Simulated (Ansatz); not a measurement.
**The perfect W wire along [111], 14 atoms a period**

What gap, if any, does the W wire along [111], 14 atoms a period have, and how many channels would it open?

Program: Ansatz 0.2.0. Level of theory: DFT PBE, plane waves, PAW; relaxation of a wire's period; PAW set soft_1, in the first sound run; inputs show where later runs differ. Results are calculated unless marked as measured.

### Step 1. The starting structure

The cell holds 14 atoms: 14 W. Cell: a = 13.525 Å, b = 15.859 Å, c = 2.745 Å, α = 90.0°, β = 90.0°, γ = 90.0°. Vacuum lies along a and b. The structure's axis is c.

### Step 2. Relaxation of atoms and period

Band widths follow the bond lengths, so the wire is relaxed first. The atoms and the third cell vector are free; the box across stays fixed as vacuum. A Fermi-Dirac smearing is set since the result may be a metal. The pressure printed is a third of the stress's trace over the whole box, vacuum included; only the stress along the axis is relaxed.

The input, input.yaml:

```yaml
crystal:
  lattice:
    - [13.525, 0.0, 0.0]
    - [0.0, 15.859, 0.0]
    - [0.0, 0.0, 2.74530053]
  atoms:
    - { symbol: W, position: [0.251386322, 0.704009237, 0.0] }
    - { symbol: W, position: [0.417118558, 0.459199271, 0.0] }
    - { symbol: W, position: [0.582850794, 0.704009237, 0.0] }
    - { symbol: W, position: [0.251386322, 0.377595949, 0.333333333] }
    - { symbol: W, position: [0.417118558, 0.622405915, 0.333333333] }
    - { symbol: W, position: [0.582850794, 0.377595949, 0.333333333] }
    - { symbol: W, position: [0.748583031, 0.622405915, 0.333333333] }
    - { symbol: W, position: [0.251386322, 0.540802593, 0.666666667] }
    - { symbol: W, position: [0.417118558, 0.295992628, 0.666666667] }
    - { symbol: W, position: [0.417118558, 0.785612559, 0.666666667] }
    - { symbol: W, position: [0.582850794, 0.540802593, 0.666666667] }
    - { symbol: W, position: [0.748583031, 0.295992628, 0.666666667] }
    - { symbol: W, position: [0.582850794, 0.214389306, 0.0] }
    - { symbol: W, position: [0.748583031, 0.459199271, 0.0] }
kpoints:
  mp_grid: { grid: [1, 1, 30] }
scf:
  occupations: { method: fermi_dirac, width: 0.05 }
hamiltonian:
  xc: pbe
  pseudopotentials: { kind: paw, azcp: { folder: soft_1 } }
relax:
  cell: { fix: [a, b, alpha, beta, gamma] }
  max_steps: 45
  f_tol: 0.03
```

Started as:

```
$ ansatz run input.yaml --threads 4 --pin off --max-ram 16384MiB --backend cpu --events-out ev --progress --plain --runs-dir out
```

Numbers of over 12 decimals in the logs are rounded to 6 here.

The program printed:

```text
Engine: ansatz 0.2.0, x86_64-unknown-linux-gnu
Pseudopotentials: kind: paw
Pseudopotential: W, paw, valence charge 14, recommended cutoff 420 eV (normal), soft_1/W.paw.azcp
Functional definition: PBE
  parameter kappa = 0.804
  parameter beta = 0.066725
  exchange = pbe_x(kappa = kappa, mu = beta*pi^2/3)
  correlation = pbe_c(beta = beta)
Crystal: 14 atoms, lattice volume = 588.848 Å³
Basis set: ecut = 420 eV, 11573 PW (Γ), exchange–correlation on 192×216×40 points (8 copies of the dense FFT grid, shifted against one another)
Bands: 118, of which v1, the nominal top of the filled ones, is band 98 counted from 1 (97 counted from 0)
Symmetry: 2 space group operations
Space group: P-1 (ITA 2), of the structure as read, at distance tolerance 8.4e-5 Å
k-points: 16 of 30
Non-local potential: W, projectors of the file, l = 0: 3, l = 1: 2, l = 2: 2, l = 3: 1
PAW form: soft (Blöchl's): semilocal exchange-correlation on the pseudo side does not see the compensation charge
PAW one-centre angular grid: W, 590 points (default); XC on 64 Gauss nodes
Initial density: superposition of atomic densities (neutral atoms: chi_scale 0, normalization atom)
Initial wavefunctions: pseudopotential atomic-orbital guess
Functional: x = pbe(κ = 0.804, μ = 0.219515), c = pbe(β = 0.066725)
SCF iter   1: F=—  HF=-145391.537519 eV  |F-HF|=—  |Δ(HF+E_count)|=         —  Δρ=4.68e-2  dr2=7.30e1  ethr=3.10e-3  ⟨swp⟩=9.2  Hψ=8658  notcnv=0
preconditioner: auto → LDOS  [metal: Δε(μ)=0.008 eV  Ē_g=4.511 eV  σ=0.050 eV  W_gap=0.04  n_scr=86 (ndim 8)  ℏωp=14.0 eV  f_vac=0.461  D(μ)=18.26/eV (n_scr^D=110)  β→1.0]
SCF iter   2: F=—  HF=-145385.146809 eV  |F-HF|=—  |Δ(HF+E_count)|=    6.39e0  Δρ=3.11e-2  dr2=2.02e1  ethr=3.10e-3  ⟨swp⟩=4.6  Hψ=5147  notcnv=0  defer=32
SCF iter   3: F=—  HF=-145382.731220 eV  |F-HF|=—  |Δ(HF+E_count)|=    2.42e0  Δρ=8.16e-3  dr2=1.79e0  ethr=3.10e-3  ⟨swp⟩=4.1  Hψ=4516  notcnv=0  defer=46
SCF iter   4: F=—  HF=-145382.412606 eV  |F-HF|=—  |Δ(HF+E_count)|=   3.19e-1  Δρ=2.41e-3  dr2=1.42e-1  ethr=9.16e-4  ⟨swp⟩=3.2  Hψ=3106  notcnv=0  defer=40
SCF iter   5: F=—  HF=-145382.405532 eV  |F-HF|=—  |Δ(HF+E_count)|=   7.07e-3  Δρ=1.13e-3  dr2=2.09e-2  ethr=7.24e-5  ⟨swp⟩=3.1  Hψ=3414  notcnv=0  defer=40
SCF iter   6: F=—  HF=-145382.402613 eV  |F-HF|=—  |Δ(HF+E_count)|=   2.92e-3  Δρ=3.76e-4  dr2=1.92e-3  ethr=1.06e-5  ⟨swp⟩=2.4  Hψ=3123  notcnv=0  defer=40
SCF iter   7: F=—  HF=-145382.402835 eV  |F-HF|=—  |Δ(HF+E_count)|=   2.22e-4  Δρ=1.28e-4  dr2=3.51e-4  ethr=9.81e-7  ⟨swp⟩=2.6  Hψ=2961  notcnv=0  defer=40
SCF iter   8: F=—  HF=-145382.402865 eV  |F-HF|=—  |Δ(HF+E_count)|=   3.05e-5  Δρ=5.06e-5  dr2=3.97e-5  ethr=1.79e-7  ⟨swp⟩=2.4  Hψ=2910  notcnv=0  defer=40
SCF iter   9: F=—  HF=-145382.402964 eV  |F-HF|=—  |Δ(HF+E_count)|=   9.91e-5  Δρ=1.73e-5  dr2=3.15e-6  ethr=2.03e-8  ⟨swp⟩=2.8  Hψ=3114  notcnv=0  defer=40
SCF iter  10: F=—  HF=-145382.402966 eV  |F-HF|=—  |Δ(HF+E_count)|=   2.07e-6  Δρ=5.00e-6  dr2=2.15e-7  ethr=1.61e-9  ⟨swp⟩=2.4  Hψ=2824  notcnv=0  defer=40
SCF iter  11: F=-145382.402966 eV  HF=-145382.402966 eV  |F-HF|=5.47e-9  |Δ(HF+E_count)|=   1.19e-7  Δρ=1.51e-6  dr2=1.80e-8  ethr=5.10e-11  ⟨swp⟩=5.3  Hψ=6585  notcnv=0
SCF 1 converged in 11 iterations: F = -145382.402966 eV  dr2 = 1.80e-8
  greatest PAW one-centre occupation: 0.999 electrons in one spin orbital (limit 2), on the W atom at site 5 (counted from 0), in its partial waves of l = 0
relax step   1: F+E_penalty+E_count = -145382.40296626 eV  Δ(F+E_penalty+E_count) = +0.000e0 eV  max|allowed force component| = 1.866e0 eV/Å  Δτ_max = 0.0000 Å  P = -6.296 GPa  Ω = 588.848 Å³  fix = [a, b, alpha, beta, gamma]  reactions: a -5.732, b -6.001 GPa; alpha -0.380, beta -0.637, gamma -0.258 GPa/rad  (11 SCF iters, dr2 threshold 1.00e-7 eV, accepted)
Crystal: 14 atoms, lattice volume = 566.653 Å³
Basis set: ecut = 420 eV, 11129 PW (Γ), exchange–correlation on 192×216×40 points (8 copies of the dense FFT grid, shifted against one another)
Initial density: handed on by an earlier stage of this run
Initial wavefunctions: those handed on with the density
iter 1 solved again at ethr=3.09e-3 eV; its pass at ethr=3.10e-3 eV (dr2=6.05e0 eV) is discarded
SCF iter   1: F=—  HF=-145383.400041 eV  |F-HF|=—  |Δ(HF+E_count)|=         —  Δρ=1.87e-2  dr2=6.17e0  ethr=3.09e-3  ⟨swp⟩=1.2  Hψ=11188  notcnv=0
preconditioner: auto → LDOS  [metal: Δε(μ)=0.006 eV  Ē_g=4.630 eV  σ=0.050 eV  W_gap=0.03  n_scr=86 (ndim 8)  ℏωp=14.3 eV  f_vac=0.499  D(μ)=13.54/eV (n_scr^D=74)  β→1.0]
SCF iter   2: F=—  HF=-145383.589712 eV  |F-HF|=—  |Δ(HF+E_count)|=   1.90e-1  Δρ=1.44e-2  dr2=5.58e0  ethr=3.09e-3  ⟨swp⟩=3.9  Hψ=4015  notcnv=0  defer=6
SCF iter   3: F=—  HF=-145382.625339 eV  |F-HF|=—  |Δ(HF+E_count)|=   9.64e-1  Δρ=2.13e-3  dr2=3.20e-2  ethr=2.85e-3  ⟨swp⟩=2.2  Hψ=3043  notcnv=0  defer=77
SCF iter   4: F=—  HF=-145382.618837 eV  |F-HF|=—  |Δ(HF+E_count)|=   6.50e-3  Δρ=8.63e-4  dr2=8.71e-3  ethr=1.63e-5  ⟨swp⟩=3.0  Hψ=4029  notcnv=0  defer=86
SCF iter   5: F=—  HF=-145382.619555 eV  |F-HF|=—  |Δ(HF+E_count)|=   7.18e-4  Δρ=3.97e-4  dr2=1.73e-3  ethr=4.44e-6  ⟨swp⟩=2.0  Hψ=2479  notcnv=0  defer=86
SCF iter   6: F=—  HF=-145382.619651 eV  |F-HF|=—  |Δ(HF+E_count)|=   9.60e-5  Δρ=9.97e-5  dr2=1.10e-4  ethr=8.83e-7  ⟨swp⟩=2.6  Hψ=3421  notcnv=0  defer=86
SCF iter   7: F=—  HF=-145382.619774 eV  |F-HF|=—  |Δ(HF+E_count)|=   1.23e-4  Δρ=3.02e-5  dr2=1.53e-5  ethr=5.64e-8  ⟨swp⟩=2.8  Hψ=3553  notcnv=0  defer=86
SCF iter   8: F=-145382.619777 eV  HF=-145382.619777 eV  |F-HF|=1.09e-7  |Δ(HF+E_count)|=   3.02e-6  Δρ=8.64e-6  dr2=1.07e-6  ethr=7.14e-10  ⟨swp⟩=3.6  Hψ=8276  notcnv=0
SCF 2 converged in 8 iterations: F = -145382.619777 eV  dr2 = 1.07e-6
relax step   2: F+E_penalty+E_count = -145382.61977702 eV  Δ(F+E_penalty+E_count) = -2.168e-1 eV  max|allowed force component| = 2.854e0 eV/Å  Δτ_max = 0.1972 Å  P = +5.938 GPa  Ω = 566.653 Å³  energy of the carried Pulay correction = +4.324e-3 eV  fix = [a, b, alpha, beta, gamma]  reactions: a +5.605, b +5.176 GPa; alpha -0.242, beta -0.394, gamma -0.436 GPa/rad  (8 SCF iters, dr2 threshold 1.40e-6 eV, accepted)
Crystal: 14 atoms, lattice volume = 576.984 Å³
Basis set: ecut = 420 eV, 11297 PW (Γ), exchange–correlation on 192×216×40 points (8 copies of the dense FFT grid, shifted against one another)
iter 1 solved again at ethr=1.67e-3 eV; its pass at ethr=3.10e-3 eV (dr2=3.27e0 eV) is discarded
SCF iter   1: F=—  HF=-145383.858339 eV  |F-HF|=—  |Δ(HF+E_count)|=         —  Δρ=1.42e-2  dr2=3.32e0  ethr=1.67e-3  ⟨swp⟩=1.8  Hψ=10668  notcnv=0
[...]
relax step   5: F+E_penalty+E_count = -145383.55847774 eV  Δ(F+E_penalty+E_count) = +1.041e-1 eV  max|allowed force component| = 6.151e-1 eV/Å  Δτ_max = 0.2000 Å  P = +0.647 GPa  Ω = 574.813 Å³  energy of the carried Pulay correction = +2.715e-3 eV  fix = [a, b, alpha, beta, gamma]  (8 SCF iters, dr2 threshold 1.40e-6 eV, rejected (line search))
[...]
relax step   6: F+E_penalty+E_count = -145383.69684249 eV  Δ(F+E_penalty+E_count) = -3.424e-2 eV  max|allowed force component| = 5.385e-2 eV/Å  Δτ_max = 0.0649 Å  P = -0.097 GPa  Ω = 576.041 Å³  energy of the carried Pulay correction = +2.475e-3 eV  fix = [a, b, alpha, beta, gamma]  reactions: a -0.135, b -0.133 GPa; alpha +0.012, beta +0.006, gamma -0.026 GPa/rad  (12 SCF iters, accepted)
[...]
relax step   7: F+E_penalty+E_count = -145383.69773926 eV  Δ(F+E_penalty+E_count) = -8.968e-4 eV  max|allowed force component| = 2.710e-2 eV/Å  Δτ_max = 0.0055 Å  P = +0.023 GPa  Ω = 576.071 Å³  energy of the carried Pulay correction = +2.469e-3 eV  fix = [a, b, alpha, beta, gamma]  reactions: a +0.001, b +0.010 GPa; alpha +0.013, beta +0.007, gamma -0.020 GPa/rad  (6 SCF iters, dr2 threshold 1.81e-7 eV, accepted)
[...]
relax step   8: F+E_penalty+E_count = -145383.69780671 eV  Δ(F+E_penalty+E_count) = -6.744e-5 eV  max|allowed force component| = 1.667e-2 eV/Å  Δτ_max = 0.0075 Å  P = -0.005 GPa  Ω = 576.176 Å³  energy of the carried Pulay correction = +2.448e-3 eV  fix = [a, b, alpha, beta, gamma]  reactions: a -0.050, b +0.019 GPa; alpha -0.011, beta -0.030, gamma +0.022 GPa/rad  (7 SCF iters, dr2 threshold 8.17e-9 eV, accepted)
Basis set: ecut = 420 eV, 11289 PW (Γ), exchange–correlation on 192×216×36 points (8 copies of the dense FFT grid, shifted against one another)
Initial wavefunctions: pseudopotential atomic-orbital guess (no wavefunctions were taken with the density)
iter 1 solved again at ethr=8.59e-8 eV; its pass at ethr=3.10e-3 eV (dr2=1.68e-4 eV) is discarded
SCF iter   1: F=—  HF=-145383.694899 eV  |F-HF|=—  |Δ(HF+E_count)|=         —  Δρ=3.92e-5  dr2=1.19e-6  ethr=8.59e-8  ⟨swp⟩=6.3  Hψ=16230  notcnv=0
preconditioner: auto → LDOS  [metal: Δε(μ)=0.023 eV  Ē_g=4.290 eV  σ=0.050 eV  W_gap=0.11  n_scr=86 (ndim 8)  ℏωp=14.2 eV  f_vac=0.485  D(μ)=12.46/eV (n_scr^D=64)  β→1.0]
SCF iter   2: F=—  HF=-145383.695385 eV  |F-HF|=—  |Δ(HF+E_count)|=   4.86e-4  Δρ=4.32e-6  dr2=5.69e-8  ethr=6.09e-10  ⟨swp⟩=2.8  Hψ=3603  notcnv=0
SCF iter   3: F=—  HF=-145383.695385 eV  |F-HF|=—  |Δ(HF+E_count)|=   1.87e-8  Δρ=1.24e-6  dr2=1.14e-8  ethr=2.90e-11  ⟨swp⟩=3.0  Hψ=4112  notcnv=0
SCF iter   4: F=—  HF=-145383.695385 eV  |F-HF|=—  |Δ(HF+E_count)|=   3.58e-9  Δρ=2.42e-7  dr2=8.65e-10  ethr=5.81e-12  ⟨swp⟩=2.9  Hψ=3790  notcnv=0
SCF iter   5: F=—  HF=-145383.695385 eV  |F-HF|=—  |Δ(HF+E_count)|=  1.75e-10  Δρ=9.75e-8  dr2=1.66e-10  ethr=1.00e-12  ⟨swp⟩=6.0  Hψ=7408  notcnv=0
SCF iter   6: F=-145383.695385 eV  HF=-145383.695385 eV  |F-HF|=0.00e0  |Δ(HF+E_count)|=  2.91e-11  Δρ=4.19e-8  dr2=2.96e-11  ethr=1.00e-12  ⟨swp⟩=4.4  Hψ=5553  notcnv=0
SCF 9 converged in 6 iterations: F = -145383.695385 eV  dr2 = 2.96e-11
relax step   9: F+E_penalty+E_count = -145383.69538493 eV  Δ(F+E_penalty+E_count) = +2.422e-3 eV  max|allowed force component| = 1.668e-2 eV/Å  Δτ_max = 0.0000 Å  P = -0.005 GPa  Ω = 576.176 Å³  fix = [a, b, alpha, beta, gamma]  reactions: a -0.049, b +0.020 GPa; alpha -0.011, beta -0.030, gamma +0.022 GPa/rad  stress off target by 1.50e-2 GPa on what of the cell is left free  SCF on the basis re-selected at this cell (its energy is not comparable with the rows above)  (6 SCF iters)
basis re-selected at this cell: Δ(F+E_penalty+E_count) = +2.422e-3 eV, ΔP = +0.000 GPa vs the last step (what re-selecting the basis moved, of the pressure what is left beyond the Pulay correction that the steps carried, after the strain that the cell walked since its last selection, with what the two solves' SCF thresholds leave and, on support functions, any second-order correction that the steps lacked; it is no measure of the basis error at this ecutwfc). The dense FFT grid was sized anew with the basis: this SCF ran on 96×108×18 points, the steps before it on 96×108×20, so part of this shift can come from that change (see relax.cell in the input reference). [rest of the remark cut]
SCF converged after 6 iterations
Free energy (F): -145383.695385 eV
Harris-Foulkes:  -145383.695385 eV  (|F-HF|=0.00e0)
Internal energy: -145383.589350 eV  (E = F + TS)
E sigma→0 (E₀):  -145383.642367 eV
Entropy (-TS):   -0.106035 eV (-7.574 meV/atom)
Fermi energy:    5.988317 eV
--- Per-component energies (eV) ---
  E_band       = -4346.633002
  E_kinetic    = 5896.826545
  E_local      = -93052.842462  (includes V_loc(G=0)·N_el)
  E_nonlocal   = -345.581373
  E_hartree    = 44324.393146
  E_xc         = -3730.768664
  E_vxc        = -3215.535170  (∫ρ·V_xc dr)
  E_paw        = -120091.864883  (= ΣΔE_a)
  E_vpaw       = -2278.290235  (= ΣTr[D̂ρ^β])
  E_aug_tail   = 0.002099  (compensation charges beyond the density's cutoff)
  E_ewald      = 21616.246242
  E_smearing   = -0.106035  (= −TS)
  E_closure    = -0.000000  (closes the sum)
  Σ components = -145383.695385   (vs F -145383.695385, Δ=0.00e0)
--- Forces (eV/Å), atoms counted from 1 ---
  atom   1  W      0.00534857     0.00394872    -0.00616062
  atom   2  W     -0.00105301     0.00068747    -0.00863468
  atom   3  W     -0.01356531     0.00596095     0.00087956
  atom   4  W     -0.00087858     0.00129433    -0.00782431
  atom   5  W     -0.00117079     0.00329641    -0.00018759
  atom   6  W      0.00117079    -0.00329641     0.00018759
  atom   7  W      0.00087858    -0.00129433     0.00782431
  atom   8  W      0.00230177     0.01667747     0.00035826
  atom   9  W      0.01356531    -0.00596095    -0.00087956
  atom  10  W     -0.00155850    -0.00123896     0.00606856
  atom  11  W      0.00105301    -0.00068747     0.00863468
  atom  12  W     -0.00534857    -0.00394872     0.00616062
  atom  13  W      0.00155850     0.00123896    -0.00606856
  atom  14  W     -0.00230177    -0.01667747    -0.00035826
  max |Σ_I F_I| component: 2.06e-18 eV/Å
--- Stress (GPa, compression-positive) ---
       -0.048858      -0.022175       0.030463
       -0.022175       0.020021       0.010790
        0.030463       0.010790       0.015013
  P = ⅓ Tr σ = -0.0046 GPa (-0.046 kbar)
--- Relaxed structure (8 steps of the walk, 7 accepted, 1 SCFs on fresh bases) ---
  F+E_penalty+E_count = -145383.69538493 eV   max|allowed force component| = 1.668e-2 eV/Å   (the final SCF, on the basis selected at the relaxed cell)
  cell:  # Å, volume = 576.1762 Å³
    - [13.525, 0, 0]
    - [0, 15.859, 0]
    - [0, 0, 2.686224]
  atoms:
    - { symbol: W, position: [0.259815, 0.698221, -0.00856576] }
    - { symbol: W, position: [0.414714, 0.458341, -0.012683] }
    - { symbol: W, position: [0.582831, 0.702432, -0.00770597] }
    - { symbol: W, position: [0.257974, 0.381536, 0.263029] }
    - { symbol: W, position: [0.416921, 0.623219, 0.333652] }
    - { symbol: W, position: [0.583049, 0.376781, 0.333015] }
    - { symbol: W, position: [0.741995, 0.618464, 0.403637] }
    - { symbol: W, position: [0.253146, 0.541333, 0.675338] }
    - { symbol: W, position: [0.417138, 0.297568, 0.674373] }
    - { symbol: W, position: [0.420725, 0.776860, 0.675889] }
    - { symbol: W, position: [0.585256, 0.541659, 0.679349] }
    - { symbol: W, position: [0.740154, 0.301779, 0.675232] }
    - { symbol: W, position: [0.579244, 0.223140, -0.00922239] }
    - { symbol: W, position: [0.746824, 0.458667, -0.00867095] }
```

Elapsed: 2.4 min, on 4 threads of Intel Xeon Platinum 8488C (Sapphire Rapids), shared host; peak memory 2.1 GiB; 9.2 min of CPU time.

(Part 1 of 2 ends here.)

[Logs are printed without paths, hosts, clocks, repeated set-up lines and the standing remarks that a program may print on its own settings, such as how far it seeks lower states.]

[Hosts, paths, dates, database ids (printed as entryN), source tags and the programs' standing remarks are cut or masked in the printed files.]
